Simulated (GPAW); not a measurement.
The Y L₃ edge of atom 2 in YTe (Fm-3m), with 6 Te at 3.04 Å (octahedral, site symmetry m-3m), was computed in 2 ways: excited-electron core hole (neutral cell) and no core hole. Program and functional: GPAW, LDA, Gaussian full width 1.5 eV up to 4 eV, rising linearly to 3.5 eV at 25 eV; cells of 2 and 8 atoms (the run without a hole in the smaller).

Each run is counted from its own lowest empty level or Fermi level and scaled to a mean of 1 over its first 20 eV.

```csv
E (eV),run 1,run 2
-2.0,0.00,0.00
-1.0,0.07,0.34
0.0,0.70,2.91
1.0,2.18,3.88
2.0,3.24,2.72
3.0,2.19,1.26
4.0,0.89,0.67
5.0,0.72,0.62
6.0,1.08,0.89
7.0,1.08,0.84
8.0,0.76,0.64
9.0,0.66,0.61
10.0,0.72,0.64
11.0,0.67,0.63
12.0,0.66,0.65
13.0,0.78,0.74
14.0,0.76,0.69
15.0,0.66,0.59
16.0,0.61,0.57
17.0,0.58,0.55
18.0,0.52,0.49
19.0,0.48,0.47
20.0,0.52,0.54
21.0,0.61,0.65
22.0,0.72,0.75
23.0,0.79,0.80
24.0,0.80,0.75
25.0,0.73,0.64
26.0,0.62,0.53
27.0,0.52,0.47
28.0,0.48,0.46
29.0,0.48,0.48
30.0,0.51,0.51
31.0,0.53,0.55
32.0,0.56,0.57
```

The database entry behind the starting cell differs from later determinations by our own check (0.1 to 0.3 % short, probably kX units), so it need not match the best structure at ambient conditions.

Question: Which run is which?

Run 1: no core hole (area from −2 to 6 eV 10.5, main maxima 2.0 eV (3.24), 6.4 eV (1.16), 13.4 eV (0.80) and 23.6 eV (0.80)). Run 2: excited-electron core hole (neutral cell) (area from −2 to 6 eV 12.8, main maxima 0.6 eV (4.02), 6.4 eV (0.91), 13.2 eV (0.75) and 23.0 eV (0.80)). With each curve scaled to its own mean, the area from −2 to 6 eV with the hole is 12.8 against 10.5, and the centre of weight from −1 to 20 eV moves by -1.1 eV: the hole pulls the absorber's empty states down.

[Banner, clock and machine lines of the logs are left out without a mark of their own.]

[Logs are printed without paths, hosts, clocks, repeated set-up lines and the standing remarks that a program may print on its own settings, such as how far it seeks lower states.]

[Hosts, paths, dates, database ids (printed as entryN), source tags and the programs' standing remarks are cut or masked in the printed files.]

[Lists of maxima count a maximum above −3 eV only where it reaches 4 % of the highest in the window and stands out from its surroundings by 2 % of it (1.5 % where it reaches 55 %); shoulders and weaker maxima are passed over, and of the rest the first, up to two pre-edge ones and the few strongest are named.]
